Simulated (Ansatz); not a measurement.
# Cl on Cu(110): change of the work function, part 4 of 4

Wanted: Δφ(θ) for Cl/Cu(110), starting from the hollow site.

Ansatz 0.2.0; plane-wave DFT, PBE, Ansatz PAW.

So far, work function, upper face (eV): step 2 (the clean slab) 4.43; step 3 (37 atoms, coverage 0.111 ML, cell 3x3) 4.63; step 4 (17 atoms, coverage 0.25 ML, cell 2x2) 4.90.

**5. Adsorbate added, k-mesh 6×6×1, coverage 0.5 ML**

System of this step: Cl/Cu(110). The cell holds 18 atoms: 16 Cu and 2 Cl. Cell: a = 7.220 Å, b = 5.105 Å, c = 22.755 Å, α = 90.0°, β = 90.0°, γ = 90.0°. Vacuum lies along c.

Another coverage, to see how the dipoles act on each other as their distance changes.

Input file input.yaml:

```yaml
crystal:
  lattice:
    - [7.22, 0.0, 0.0]
    - [0.0, 5.1053109602, 0.0]
    - [0.0, 0.0, 22.7552629733]
  atoms:
    - { symbol: Cu, position: [0.25, 0.25, 0.3955128979] }
    - { symbol: Cu, position: [0.0, 0.0, 0.4516022405] }
    - { symbol: Cu, position: [0.25, 0.25, 0.511033236] }
    - { symbol: Cu, position: [0.0, 0.0, 0.562289298] }
    - { symbol: Cu, position: [0.25, 0.75, 0.3955128979] }
    - { symbol: Cu, position: [0.0, 0.5, 0.4516022405] }
    - { symbol: Cu, position: [0.25, 0.75, 0.511033236] }
    - { symbol: Cu, position: [0.0, 0.5, 0.562289298] }
    - { symbol: Cu, position: [0.75, 0.25, 0.3955128979] }
    - { symbol: Cu, position: [0.5, 0.0, 0.4516022405] }
    - { symbol: Cu, position: [0.75, 0.25, 0.511033236] }
    - { symbol: Cu, position: [0.5, 0.0, 0.562289298] }
    - { symbol: Cu, position: [0.75, 0.75, 0.3955128979] }
    - { symbol: Cu, position: [0.5, 0.5, 0.4516022405] }
    - { symbol: Cu, position: [0.75, 0.75, 0.511033236] }
    - { symbol: Cu, position: [0.5, 0.5, 0.562289298] }
    - { symbol: Cl, position: [0.25, 0.25, 0.6044871021] }
    - { symbol: Cl, position: [0.75, 0.25, 0.6044871021] }
kpoints:
  mp_grid: { grid: [6, 6, 1] }
hamiltonian:
  xc: pbe
scf:
  occupations: { method: fermi_dirac, width: 0.1 }
  convergence: { dr2_threshold: 1.0e-08 }
efield:
  axis: 3
  dipole_correction: true
  ramp_position: 0.97
  ramp_width: 0.06
relax:
  f_tol: 0.02
  max_steps: 60
  constraints: [{ sites: [0, 1, 4, 5, 8, 9, 12, 13] }]
output:
  dos: { projected: true, e_range: [-8, 4] }
  write_potential: true
  write_density: true
  volumetric_format: npy
  elf: true
```

The run is started by

```
> ansatz run input.yaml --threads 4 --pin off --max-ram 16384MiB --backend cpu --events-out ev --progress --plain --runs-dir out
```

Numbers of over 12 decimals in the logs are rounded to 6 here.

Output:

```text
[...]
Crystal: 18 atoms, lattice volume = 838.767 Å³
Basis set: ecut = 420 eV, 16361 PW (Γ), exchange–correlation on 100×72×320 points (8 copies of the dense FFT grid, shifted against one another)
Bands: 191, of which v1, the nominal top of the filled ones, is band 159 counted from 1 (158 counted from 0)
Symmetry: 8 space group operations
[...]
- { symbol: Cu, position: [1.0652924416832454e-18, 0.500544, 0.564319] }
[...]
- { symbol: Cu, position: [0.750000, 0.75, 0.395513] }
    - { symbol: Cu, position: [0.5, 0.5, 0.451602] }
    - { symbol: Cu, position: [0.750000, 0.75, 0.509393] }
    - { symbol: Cu, position: [0.5, 0.500544, 0.564319] }
    - { symbol: Cl, position: [0.25, 0.25, 0.626708] }
    - { symbol: Cl, position: [0.750000, 0.25, 0.626708] }
[key lines of the parts left out:]
SCF converged after 8 iterations
Free energy (F): -108157.845928 eV
Fermi energy:    0.631825 eV
Dipole field:    D = -0.039478 V/Å  (p = -0.182995 e·Å, saw-weighted, corrected)
Work function:   Φ+ = 5.2468 eV   Φ− = 4.3485 eV
```

Wall time 12 min (4 threads of Arm Neoverse V1, shared host); peak memory 4.6 GiB; 48 min of CPU time.

This run has no spin polarisation, although Cu can carry a moment.

Relaxation path:

| step | energy less that of the first step (eV) | largest force component (eV/Å) |
| --- | --- | --- |
| 1 | 0.0000 | 3.2800 |
| 2 | -0.6884 | 2.0915 |
| 3 | -1.2949 | 0.7495 |
| 4 | -1.4868 | 0.1978 |
| 5 | -1.4978 | 0.0251 |
| 6 | -1.4981 | 0.0035 |

The run keeps the 8 symmetry operations that it works with, so distortions that break them were not tested.

The atoms that moved most (Å):

| atom | dx | dy | dz | length |
| --- | --- | --- | --- | --- |
| Cl18 | 0.000 | 0.000 | 0.506 | 0.506 |
| Cl17 | 0.000 | 0.000 | 0.506 | 0.506 |
| Cu3 | 0.000 | 0.000 | -0.116 | 0.116 |
| Cu11 | 0.000 | 0.000 | -0.116 | 0.116 |
| Cu12 | 0.000 | -0.003 | 0.046 | 0.046 |
| Cu16 | 0.000 | 0.003 | 0.046 | 0.046 |
| Cu8 | 0.000 | 0.003 | 0.046 | 0.046 |
| Cu4 | 0.000 | -0.003 | 0.046 | 0.046 |

The relaxed structure:

```xyz
18
Lattice="7.2200 0.0000 0.0000 0.0000 5.1053 0.0000 0.0000 0.0000 22.7553" Properties=species:S:1:pos:R:3
Cu    1.8050    1.2763    9.0000
Cu    0.0000    0.0000   10.2763
Cu    1.8050    1.2763   11.5130
Cu    0.0000   -0.0028   12.8412
Cu    1.8050    3.8290    9.0000
Cu    0.0000    2.5527   10.2763
Cu    1.8050    3.8290   11.5914
Cu    0.0000    2.5554   12.8412
Cu    5.4150    1.2763    9.0000
Cu    3.6100    0.0000   10.2763
Cu    5.4150    1.2763   11.5130
Cu    3.6100   -0.0028   12.8412
Cu    5.4150    3.8290    9.0000
Cu    3.6100    2.5527   10.2763
Cu    5.4150    3.8290   11.5914
Cu    3.6100    2.5554   12.8412
Cl    1.8050    1.2763   14.2609
Cl    5.4150    1.2763   14.2609
```

The density of states has structure finer than the step of the table below, so its rows give means over 0.25 eV, whole bins alone (the curve runs from -8 to 1.98 eV). Peaks (eV: height): -2.950: 86.4, -2.710: 97.5, -2.260: 86.3, -2.080: 81.1, -1.770: 105, -1.560: 104, -1.500: 88.0.

Table of density of states by energy, zero at the Fermi level; means over each step:

energy (eV), density of states (states/eV a cell) and a bar:
```
    -7.75          2 
    -7.50          2 
    -7.25          2 
    -7.00          2 
    -6.75          2 
    -6.50          2 
    -6.25          2 
    -6.00          3 #
    -5.75          8 ##
    -5.50          6 ##
    -5.25          8 ##
    -5.00          8 ##
    -4.75         14 #####
    -4.50         18 ######
    -4.25         33 ###########
    -4.00         25 #########
    -3.75         31 ###########
    -3.50         41 ###############
    -3.25         33 ###########
    -3.00         54 ###################
    -2.75         66 ########################
    -2.50         54 ###################
    -2.25         58 #####################
    -2.00         61 ######################
    -1.75         83 ##############################
    -1.50         76 ###########################
    -1.25         22 #######
    -1.00          6 ##
    -0.75          6 ##
    -0.50          5 #
    -0.25          5 #
     0.00          5 #
     0.25          5 #
     0.50          5 #
     0.75          6 ##
     1.00          6 ##
     1.25          3 #
     1.50          6 ##
     1.75          6 ##
```

The relaxation took 6 steps and lowered the energy by 1.5 eV; the largest force on the free atoms ends at 0.0035 eV/Å.

The covered face has 5.25 eV, +0.81 eV against the clean one; the bare back face has moved by -0.08 eV, a measure of how thin the slab is.

**6. Adsorbate added, k-mesh 12×12×1, coverage 1 ML**

System of this step: Cl/Cu(110). The cell holds 5 atoms: 4 Cu and 1 Cl. Cell: a = 3.610 Å, b = 2.553 Å, c = 22.755 Å, α = 90.0°, β = 90.0°, γ = 90.0°. Vacuum lies along c.

Another coverage, to see how the dipoles act on each other as their distance changes.

input.yaml, the sections that differ from step 5:

```yaml
crystal:
  lattice:
    - [3.61, 0.0, 0.0]
    - [0.0, 2.5526554801, 0.0]
    - [0.0, 0.0, 22.7552629733]
  atoms:
    - { symbol: Cu, position: [0.5, 0.5, 0.3955128979] }
    - { symbol: Cu, position: [0.0, 0.0, 0.4516022405] }
    - { symbol: Cu, position: [0.5, 0.5, 0.511033236] }
    - { symbol: Cu, position: [0.0, 0.0, 0.562289298] }
    - { symbol: Cl, position: [0.5, 0.5, 0.6044871021] }
kpoints:
  mp_grid: { grid: [12, 12, 1] }
relax:
  f_tol: 0.02
  max_steps: 60
  constraints: [{ sites: [0, 1] }]
output:
  write_potential: true
  write_density: true
  volumetric_format: npy
# hamiltonian, scf, efield: as in step 5
```

Output:

```text
[...]
Crystal: 5 atoms, lattice volume = 209.692 Å³
Basis set: ecut = 420 eV, 4109 PW (Γ), exchange–correlation on 50×36×320 points (8 copies of the dense FFT grid, shifted against one another)
Bands: 50, of which v1, the nominal top of the filled ones, is band 42 counted from 1 (41 counted from 0)
Symmetry: 4 space group operations
[...]
--- Relaxed structure (6 steps of the walk, 6 accepted, 0 SCFs on fresh bases) ---
  F+E_penalty+E_count = -27579.03014409 eV   max|allowed force component| = 1.032e-2 eV/Å
  atoms:
    - { symbol: Cu, position: [0.5, 0.5, 0.395513] }
    - { symbol: Cu, position: [0.0, 0.0, 0.451602] }
    - { symbol: Cu, position: [0.5, 0.5, 0.506602] }
    - { symbol: Cu, position: [2.2783831476103826e-18, 0.0, 0.564460] }
    - { symbol: Cl, position: [0.5, 0.5, 0.636084] }
[key lines of the parts left out:]
SCF converged after 8 iterations
Free energy (F): -27579.030144 eV
Fermi energy:    1.154001 eV
Dipole field:    D = -0.052428 V/Å  (p = -0.060755 e·Å, saw-weighted, corrected)
Work function:   Φ+ = 5.3976 eV   Φ− = 4.2046 eV
```

Wall time 85 s (4 threads); peak memory 0.74 GiB.

The steps of the relaxation:

| step | energy less that of the first step (eV) | largest force component (eV/Å) |
| --- | --- | --- |
| 1 | 0.0000 | 3.1300 |
| 2 | -0.2919 | 2.0608 |
| 3 | -0.6174 | 0.8635 |
| 4 | -0.7482 | 0.3317 |
| 5 | -0.7835 | 0.0392 |
| 6 | -0.7837 | 0.0103 |

The run keeps the 4 symmetry operations that it works with, so distortions that break them were not tested.

The atoms that moved most (Å):

| atom | dx | dy | dz | length |
| --- | --- | --- | --- | --- |
| Cl5 | 0.000 | 0.000 | 0.719 | 0.719 |
| Cu3 | 0.000 | 0.000 | -0.101 | 0.101 |
| Cu4 | 0.000 | 0.000 | 0.049 | 0.049 |

The relaxed structure:

```xyz
5
Lattice="3.6100 0.0000 0.0000 0.0000 2.5527 0.0000 0.0000 0.0000 22.7553" Properties=species:S:1:pos:R:3
Cu    1.8050    1.2763    9.0000
Cu    0.0000    0.0000   10.2763
Cu    1.8050    1.2763   11.5279
Cu    0.0000    0.0000   12.8444
Cl    1.8050    1.2763   14.4743
```

Running mean over 1.276 Å of the planar mean; the ramp of the sawtooth is left out. Table of electron's electrostatic potential energy less the Fermi level by z:

| z (Å) | electron's electrostatic potential energy less the Fermi level (eV) |
| --- | --- |
| 3.0 | 4.20 |
| 3.5 | 4.20 |
| 4.0 | 4.20 |
| 4.5 | 4.20 |
| 5.0 | 4.20 |
| 5.5 | 4.20 |
| 6.0 | 4.19 |
| 6.5 | 4.14 |
| 7.0 | 3.98 |
| 7.5 | 3.39 |
| 8.0 | 0.861 |
| 8.5 | -3.88 |
| 9.0 | -7.53 |
| 9.5 | -8.54 |
| 10.0 | -8.80 |
| 10.5 | -9.03 |
| 11.0 | -9.07 |
| 11.5 | -8.79 |
| 12.0 | -8.47 |
| 12.5 | -8.40 |
| 13.0 | -7.46 |
| 13.5 | -5.43 |
| 14.0 | -5.37 |
| 14.5 | -5.88 |
| 15.0 | -2.33 |
| 15.5 | 2.50 |
| 16.0 | 4.83 |
| 16.5 | 5.29 |
| 17.0 | 5.38 |
| 17.5 | 5.39 |
| 18.0 | 5.40 |
| 18.5 | 5.40 |
| 19.0 | 5.40 |
| 19.5 | 5.40 |

The relaxation took 6 steps and lowered the energy by 0.78 eV; the largest force on the free atoms ends at 0.010 eV/Å.

The covered face has 5.40 eV, +0.96 eV against the clean one; the bare back face has moved by -0.22 eV, a measure of how thin the slab is.

**7. Work function against coverage**

This step: plane-wave DFT, PBE, Ansatz PAW; work function against coverage (Ansatz 0.2.0).

The runs are now put side by side.

This step gave:

| Item | Value |
| --- | --- |
| work function of the clean face | 4.434 eV |
| largest change of the work function | 0.9636 eV |

Work function of the covered face against coverage:

| coverage (adsorbates/nm²) | work function of the covered face (eV) |
| --- | --- |
| 0.00 | 4.43 |
| 1.21 | 4.63 |
| 2.71 | 4.90 |
| 5.43 | 5.25 |
| 10.85 | 5.40 |

The dipole per adsorbate comes from the change of the cell's dipole. Coverage, by row:

| coverage (1/nm²) | coverage (ML) | work function (eV) | change (eV) | dipole per adsorbate, positive end outwards (debye) | mean height of the added atoms over the highest substrate atom (Å) |
| --- | --- | --- | --- | --- | --- |
| 1.206 | 0.1111 | 4.633 | 0.1988 | -0.553 | 1.517 |
| 2.713 | 0.25 | 4.899 | 0.4651 | -0.549 | 1.521 |
| 5.426 | 0.5 | 5.247 | 0.8128 | -0.436 | 1.42 |
| 10.85 | 1 | 5.398 | 0.9636 | -0.29 | 1.63 |

**8. What came out**

```
work function of the clean face                        : 4.43 eV
work function at 0.11 ML                               : 4.63 eV
work function at 0.25 ML                               : 4.90 eV
work function at 0.5 ML                                : 5.25 eV
work function at 1 ML                                  : 5.40 eV
dipole per adsorbate at 0.11 ML, positive end outwards : -0.55 D
```

What this shows: Cl raises the work function of Cu(110) at the lowest coverage, by 0.20 eV: the adsorbate layer has its negative end outwards. The dipole per adsorbate falls from 0.55 to 0.29 D as the layer fills. Neighbouring dipoles depolarise each other, and heights and bonding change with coverage too. At the highest coverage the adsorbates are pressed to about 2.6 Å, closer than unbonded atoms of this kind usually come, so a real layer may not reach it. The slab has 4 layers, at the tabulated experimental lattice constant, one starting site was run, and quantum-size effects of a slab this thin can reach one or two tenths of an eV.

[Logs are printed without paths, hosts, clocks, repeated set-up lines and the standing remarks that a program may print on its own settings, such as how far it seeks lower states.]

[Hosts, paths, dates, database ids (printed as entryN), source tags and the programs' standing remarks are cut or masked in the printed files.]

[Maps of the electrostatic potential energy from Ansatz leave out the sawtooth potential of an applied field or a dipole correction, so their vacuum need not be flat; planar profiles and work functions include it.]

[The density of states shown here was stored with 400 of the rows of the run's finer table, so its peaks can read low, often by over a quarter, or be missed, and its means over a window can be off by a tenth or more.]
